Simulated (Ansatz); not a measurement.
# Work function of Pd(110): what the settings cost and change, part 2 of 2

Aim: the numerical settings behind the work function of Pd(110), with the cost of each.

Ansatz 0.2.0; plane-wave DFT, PBE, Ansatz PAW.

So far. Step 6 (Slab): The work function is 4.701 eV, -0.135 eV from the run “cutoff 420 eV”, at 0.072 times its CPU time.

### Step 7. Slab

Input file input.yaml:

```yaml
crystal:
  lattice:
    - [3.89, 0.0, 0.0]
    - [0.0, 2.7506453788, 0.0]
    - [0.0, 0.0, 26.2519361364]
  atoms:
    - { symbol: Pd, position: [0.0, 0.0, 0.3428318564] }
    - { symbol: Pd, position: [0.5, 0.5, 0.3952212376] }
    - { symbol: Pd, position: [0.0, 0.0, 0.4476106188] }
    - { symbol: Pd, position: [0.5, 0.5, 0.5] }
    - { symbol: Pd, position: [0.0, 0.0, 0.5523893812] }
    - { symbol: Pd, position: [0.5, 0.5, 0.6047787624] }
    - { symbol: Pd, position: [0.0, 0.0, 0.6571681436] }
kpoints:
  mp_grid: { grid: [4, 5, 1] }
hamiltonian:
  xc: pbe
scf:
  occupations: { method: fermi_dirac, width: 0.1 }
  convergence: { dr2_threshold: 1.0e-09 }
efield:
  axis: 3
  dipole_correction: true
  ramp_position: 0.97
  ramp_width: 0.06
output:
  write_potential: true
  write_density: true
  volumetric_format: npy
```

Run with:

```sh
> ansatz run input.yaml --threads 2 --pin off --max-ram 3072MiB --backend cpu --events-out ev --progress --plain --runs-dir out
```

Numbers of over 12 decimals in the logs are rounded to 6 here.

The log of the run:

```text
[...]
Crystal: 7 atoms, lattice volume = 280.896 Å³
Basis set: ecut = 420 eV, 5495 PW (Γ)
Bands: 76, of which v1, the nominal top of the filled ones, is band 63 counted from 1 (62 counted from 0)
Symmetry: 4 space group operations
k-points: 9 of 20
[...]
k-point 0: bands = [... 59 lower, 3.8097, 3.8427, 3.8754, 4.1222, 4.1304, 4.2873, 4.4825, 4.8961, ... 9 higher]
  k-point 1: bands = [... 59 lower, 3.5080, 3.7013, 3.7730, 4.0381, 4.1337, 4.4090, 4.4718, 5.4509, ... 9 higher]
  k-point 2: bands = [... 59 lower, 4.0756, 4.1134, 4.4221, 4.4502, 4.9062, 5.0118, 5.4183, 7.0060, ... 9 higher]
  k-point 8: bands = [... 59 lower, 3.9576, 3.9715, 4.1372, 4.2257, 5.7663, 5.9371, 7.2894, 7.6687, ... 9 higher]
[key lines of the parts left out:]
SCF converged after 12 iterations
Free energy (F): -48807.867861 eV
Fermi energy:    4.263868 eV
Dipole field:    D = 0.000000 V/Å  (p = 0.000000 e·Å, saw-weighted, corrected)
Work function:   Φ+ = 4.8012 eV   Φ− = 4.8012 eV
```

Wall time 17 s (2 threads of Intel Xeon 6975P-C (Granite Rapids), shared host); peak memory 0.64 GiB.

The work function is 4.801 eV, -0.035 eV from the run “cutoff 420 eV”, at 0.19 times its CPU time.

### Step 8. Slab

Changes to input.yaml since step 7:

```diff
@@ -14,3 +14,3 @@
 kpoints:
-  mp_grid: { grid: [4, 5, 1] }
+  mp_grid: { grid: [7, 10, 1] }
 hamiltonian:
```

The log of the run:

```text
[...]
Crystal: 7 atoms, lattice volume = 280.896 Å³
Basis set: ecut = 420 eV, 5495 PW (Γ)
Bands: 76, of which v1, the nominal top of the filled ones, is band 63 counted from 1 (62 counted from 0)
Symmetry: 4 space group operations
k-points: 24 of 70
[...]
k-point 0: bands = [... 59 lower, 3.7821, 3.8177, 3.8462, 4.0876, 4.0991, 4.2691, 4.4583, 4.8741, ... 9 higher]
  k-point 1: bands = [... 59 lower, 3.5800, 3.8724, 3.9271, 3.9462, 3.9838, 4.2265, 4.4398, 5.0225, ... 9 higher]
  k-point 2: bands = [... 59 lower, 3.4850, 3.6791, 3.7538, 4.0139, 4.1042, 4.3814, 4.4400, 5.4310, ... 9 higher]
  k-point 23: bands = [... 59 lower, 4.2180, 4.2339, 4.3441, 4.3889, 6.2007, 6.3357, 8.0039, 8.2774, ... 9 higher]
[key lines of the parts left out:]
SCF converged after 12 iterations
Free energy (F): -48807.982318 eV
Fermi energy:    4.218592 eV
Dipole field:    D = 0.000000 V/Å  (p = 0.000000 e·Å, saw-weighted, corrected)
Work function:   Φ+ = 4.8456 eV   Φ− = 4.8456 eV
```

Elapsed: 40 s, on 2 threads; peak memory 0.87 GiB; 75 s of CPU time.

The work function is 4.846 eV, +0.009 eV from the run “cutoff 420 eV”, at 0.45 times its CPU time.

### Step 9. Run

Changes to input.yaml since step 8:

```diff
@@ -14,3 +14,3 @@
 kpoints:
-  mp_grid: { grid: [7, 10, 1] }
+  mp_grid: { grid: [16, 22, 1] }
 hamiltonian:
```

The log of the run:

```text
[...]
Crystal: 7 atoms, lattice volume = 280.896 Å³
Basis set: ecut = 420 eV, 5495 PW (Γ)
Bands: 76, of which v1, the nominal top of the filled ones, is band 63 counted from 1 (62 counted from 0)
Symmetry: 4 space group operations
k-points: 108 of 352
[...]
k-point 0: bands = [... 59 lower, 3.7872, 3.8219, 3.8492, 4.0922, 4.1029, 4.2739, 4.4632, 4.8765, ... 9 higher]
  k-point 1: bands = [... 59 lower, 3.7172, 3.8795, 3.9046, 4.0062, 4.0560, 4.3495, 4.3864, 4.9083, ... 9 higher]
  k-point 2: bands = [... 59 lower, 3.6077, 3.8896, 3.9545, 3.9570, 3.9741, 4.2440, 4.4327, 5.0000, ... 9 higher]
  k-point 107: bands = [... 59 lower, 4.2084, 4.2802, 4.3641, 4.3918, 6.1456, 6.2799, 8.0815, 8.3576, ... 9 higher]
[key lines of the parts left out:]
SCF converged after 12 iterations
Free energy (F): -48807.969404 eV
Fermi energy:    4.224530 eV
Dipole field:    D = 0.000000 V/Å  (p = 0.000000 e·Å, saw-weighted, corrected)
Work function:   Φ+ = 4.8368 eV   Φ− = 4.8368 eV
```

The job ended after 3 min (2 threads; peak memory 2.2 GiB).

The work function is 4.837 eV, +0.001 eV from the run “cutoff 420 eV”, at 2.1 times its CPU time.

### Step 10. Run

Changes to input.yaml since step 9:

```diff
@@ -14,3 +14,3 @@
 kpoints:
-  mp_grid: { grid: [16, 22, 1] }
+  mp_grid: { grid: [11, 15, 1] }
 hamiltonian:
@@ -18,3 +18,3 @@
 scf:
-  occupations: { method: fermi_dirac, width: 0.1 }
+  occupations: { method: gaussian, width: 0.05 }
   convergence: { dr2_threshold: 1.0e-09 }
```

The log of the run:

```text
[...]
Crystal: 7 atoms, lattice volume = 280.896 Å³
Basis set: ecut = 420 eV, 5495 PW (Γ)
Bands: 76, of which v1, the nominal top of the filled ones, is band 63 counted from 1 (62 counted from 0)
Symmetry: 4 space group operations
k-points: 48 of 165
[...]
k-point 0: bands = [... 59 lower, 3.7920, 3.8032, 3.8581, 4.0885, 4.1009, 4.2624, 4.4454, 4.8767, ... 9 higher]
  k-point 1: bands = [... 59 lower, 3.6716, 3.9104, 3.9428, 3.9468, 4.0132, 4.2989, 4.3826, 4.9445, ... 9 higher]
  k-point 2: bands = [... 59 lower, 3.5034, 3.8324, 3.8629, 3.8746, 4.0427, 4.2431, 4.4577, 5.1350, ... 9 higher]
  k-point 47: bands = [... 59 lower, 4.1755, 4.2127, 4.3243, 4.3547, 5.9482, 6.4120, 7.8221, 8.3422, ... 9 higher]
[key lines of the parts left out:]
SCF converged after 14 iterations
Free energy (F): -48807.713312 eV
Fermi energy:    4.180468 eV
Dipole field:    D = -0.000000 V/Å  (p = -0.000000 e·Å, saw-weighted, corrected)
Work function:   Φ+ = 4.8857 eV   Φ− = 4.8857 eV
```

Wall time 87 s (2 threads); peak memory 1.3 GiB.

The work function is 4.886 eV, +0.049 eV from the run “cutoff 420 eV”, at 1.0 times its CPU time.

### Step 11. Run

Changes to input.yaml since step 10:

```diff
@@ -18,3 +18,3 @@
 scf:
-  occupations: { method: gaussian, width: 0.05 }
+  occupations: { method: methfessel_paxton, width: 0.2 }
   convergence: { dr2_threshold: 1.0e-09 }
```

The log of the run:

```text
[...]
Crystal: 7 atoms, lattice volume = 280.896 Å³
Basis set: ecut = 420 eV, 5495 PW (Γ)
Bands: 76, of which v1, the nominal top of the filled ones, is band 63 counted from 1 (62 counted from 0)
Symmetry: 4 space group operations
k-points: 48 of 165
[...]
k-point 0: bands = [... 59 lower, 3.7924, 3.8080, 3.8561, 4.0887, 4.0989, 4.2647, 4.4480, 4.8757, ... 9 higher]
  k-point 1: bands = [... 59 lower, 3.6716, 3.9141, 3.9420, 3.9451, 4.0132, 4.3010, 4.3833, 4.9436, ... 9 higher]
  k-point 2: bands = [... 59 lower, 3.5033, 3.8319, 3.8646, 3.8739, 4.0405, 4.2445, 4.4575, 5.1343, ... 9 higher]
  k-point 47: bands = [... 59 lower, 4.1802, 4.2175, 4.3218, 4.3588, 5.9494, 6.4125, 7.8236, 8.3425, ... 9 higher]
[key lines of the parts left out:]
SCF converged after 14 iterations
Free energy (F): -48807.711580 eV
Fermi energy:    4.186241 eV
Dipole field:    D = -0.000000 V/Å  (p = -0.000000 e·Å, saw-weighted, corrected)
Work function:   Φ+ = 4.8795 eV   Φ− = 4.8795 eV
```

Elapsed: 82 s, on 2 threads; peak memory 1.3 GiB.

The work function is 4.879 eV, +0.043 eV from the run “cutoff 420 eV”, at 0.97 times its CPU time.

### Step 12. Slab

Changes to input.yaml since step 11:

```diff
@@ -18,3 +18,3 @@
 scf:
-  occupations: { method: methfessel_paxton, width: 0.2 }
+  occupations: { method: fermi_dirac, width: 0.3 }
   convergence: { dr2_threshold: 1.0e-09 }
```

The log of the run:

```text
band count auto-derived: 84 (N_el = 126.0; filled up to band 63; 76 by the electrons, moments and atoms)
[...]
Crystal: 7 atoms, lattice volume = 280.896 Å³
Basis set: ecut = 420 eV, 5495 PW (Γ)
Bands: 84, of which v1, the nominal top of the filled ones, is band 63 counted from 1 (62 counted from 0)
Symmetry: 4 space group operations
k-points: 48 of 165
[...]
k-point 0: bands = [... 59 lower, 3.7131, 3.7848, 3.7887, 4.0451, 4.0582, 4.2401, 4.4445, 4.8438, ... 17 higher]
  k-point 1: bands = [... 59 lower, 3.6035, 3.8664, 3.8863, 3.8967, 3.9684, 4.2946, 4.3617, 4.9098, ... 17 higher]
  k-point 2: bands = [... 59 lower, 3.4436, 3.7792, 3.8248, 3.8277, 3.9629, 4.2297, 4.4422, 5.0978, ... 17 higher]
  k-point 47: bands = [... 59 lower, 4.1622, 4.1781, 4.2915, 4.3268, 5.9285, 6.3908, 7.8022, 8.3159, ... 17 higher]
[key lines of the parts left out:]
SCF converged after 11 iterations
Free energy (F): -48809.392348 eV
Fermi energy:    4.363653 eV
Dipole field:    D = 0.000000 V/Å  (p = 0.000000 e·Å, saw-weighted, corrected)
Work function:   Φ+ = 4.7172 eV   Φ− = 4.7172 eV
```

Wall time 94 s (2 threads); peak memory 1.4 GiB; 3.1 min of CPU time.

The work function is 4.717 eV, -0.119 eV from the run “cutoff 420 eV”, at 1.1 times its CPU time.

### Step 13. Slab

Changes to input.yaml since step 12:

```diff
@@ -18,3 +18,3 @@
 scf:
-  occupations: { method: fermi_dirac, width: 0.3 }
+  occupations: { method: cold, width: 0.1 }
   convergence: { dr2_threshold: 1.0e-09 }
```

The log of the run:

```text
[...]
Crystal: 7 atoms, lattice volume = 280.896 Å³
Basis set: ecut = 420 eV, 5495 PW (Γ)
Bands: 76, of which v1, the nominal top of the filled ones, is band 63 counted from 1 (62 counted from 0)
Symmetry: 4 space group operations
k-points: 48 of 165
[...]
k-point 0: bands = [... 59 lower, 3.7935, 3.8027, 3.8592, 4.0889, 4.1009, 4.2616, 4.4441, 4.8768, ... 9 higher]
  k-point 1: bands = [... 59 lower, 3.6727, 3.9100, 3.9428, 3.9481, 4.0136, 4.2977, 4.3819, 4.9447, ... 9 higher]
  k-point 2: bands = [... 59 lower, 3.5042, 3.8329, 3.8627, 3.8746, 4.0438, 4.2422, 4.4569, 5.1353, ... 9 higher]
  k-point 47: bands = [... 59 lower, 4.1754, 4.2130, 4.3232, 4.3554, 5.9480, 6.4115, 7.8221, 8.3419, ... 9 higher]
[key lines of the parts left out:]
SCF converged after 14 iterations
Free energy (F): -48807.696596 eV
Fermi energy:    4.181557 eV
Dipole field:    D = -0.000000 V/Å  (p = -0.000000 e·Å, saw-weighted, corrected)
Work function:   Φ+ = 4.8849 eV   Φ− = 4.8849 eV
```

Run time: 77 s. Hardware: 2 threads; peak memory 1.3 GiB; 2.5 min of CPU time.

The work function is 4.885 eV, +0.049 eV from the run “cutoff 420 eV”, at 0.91 times its CPU time.

### Step 14. Comparing the runs

Times are for 2 threads of Intel Xeon 6975P-C (Granite Rapids), shared host. The runs compared:

| no. | setting | work function, upper face (eV) | time | memory (GiB) |
| --- | --- | --- | --- | --- |
| 1 | cutoff 200 eV | 5.582 | 28 s | 0.64 |
| 2 | cutoff 300 eV | 4.847 | 56 s | 0.89 |
| 3 | cutoff 420 eV | 4.836 | 88 s | 1.3 |
| 4 | cutoff 600 eV | 4.836 | 2.5 min | 1.9 |
| 5 | mesh 2x3 | 4.701 | 7.8 s | 0.55 |
| 6 | mesh 4x5 | 4.801 | 17 s | 0.64 |
| 7 | mesh 7x10 | 4.846 | 40 s | 0.87 |
| 8 | mesh 16x22 | 4.837 | 3 min | 2.2 |
| 9 | Gaussian smearing 0.05 eV | 4.886 | 87 s | 1.3 |
| 10 | methfessel_paxton smearing 0.2 eV | 4.879 | 82 s | 1.3 |
| 11 | fermi_dirac smearing 0.3 eV | 4.717 | 94 s | 1.4 |
| 12 | cold smearing 0.1 eV | 4.885 | 77 s | 1.3 |

### Step 15. The same run with other settings

An input spoilt on purpose, to show how the run answers: it repeats the earlier run “cutoff 200 eV” with efield.axis from 3 to 0, and scf.max_iter set to 100; its output block differs too.

Changes to input.yaml since step 13:

```diff
@@ -18,6 +18,7 @@
 scf:
-  occupations: { method: cold, width: 0.1 }
+  occupations: { method: fermi_dirac, width: 0.1 }
   convergence: { dr2_threshold: 1.0e-09 }
+  max_iter: 100
 efield:
-  axis: 3
+  axis: 0
   dipole_correction: true
@@ -25,2 +26,4 @@
   ramp_width: 0.06
+basis:
+  ecutwfc: "200 eV"
 output:
```

The log of the run:

```text
Error: invalid value for `efield.axis`: must be in [1, 3]; got 0
```

The job ended after 0.03 s (2 threads; peak memory 0.06 GiB).

The program refused the input before any cycle.

The program's message: “Error: invalid value for `efield.axis`: must be in [1, 3]; got 0”

The fault put into the input: an axis of 0, outside the range 1 to 3.

### Step 16. Results

| Property | Result |
| --- | --- |
| work function, cutoff 200 eV | 5.582 eV |
| work function, cutoff 420 eV | 4.836 eV |
| work function, cutoff 600 eV | 4.836 eV |
| work function, mesh 2x3 | 4.701 eV |

**Reading.** The run at the highest cutoff gives 4.84 eV, and the settings tried spread the value from 4.70 to 5.58 eV. Against 600 eV, a cutoff of 200 eV is off by +0.746 eV. Against 600 eV, a cutoff of 420 eV is off by +0.000 eV. Against the finest mesh, 16 points along a, the coarser ones are off by -0.14 (2), -0.04 (4) and +0.01 (7) eV. The smearing schemes and widths spread it over 0.17 eV. The program marks the value as in doubt in “cutoff 200 eV”. The ladder's slabs use the tabulated experimental lattice constant (two decimals; a low-temperature value for the alkali metals). In 1 run of the series (cutoff 200 eV) the program warns that electrons reach the sawtooth's ramp, which makes dipole and work function less sure.

Computed beside measured:

| quantity | measured | cutoff 600 eV |
| --- | --- | --- |
| work function (clean (110) face, a compiled value) (eV) | 5.07 | 4.84 (-0.23 eV) |

Measured values from arxiv:1902.07811 (2019).

**Verdict.** The work function is off by -0.23 eV: fair agreement. The grades are ours: good and fair within 3 and 7 % for the work function. No cell relaxation is part of this session.

[Logs are printed without paths, hosts, clocks, repeated set-up lines and the standing remarks that a program may print on its own settings, such as how far it seeks lower states.]

[Hosts, paths, dates, database ids (printed as entryN), source tags and the programs' standing remarks are cut or masked in the printed files.]

[Maps of the electrostatic potential energy from Ansatz leave out the sawtooth potential of an applied field or a dipole correction, so their vacuum need not be flat; planar profiles and work functions include it.]
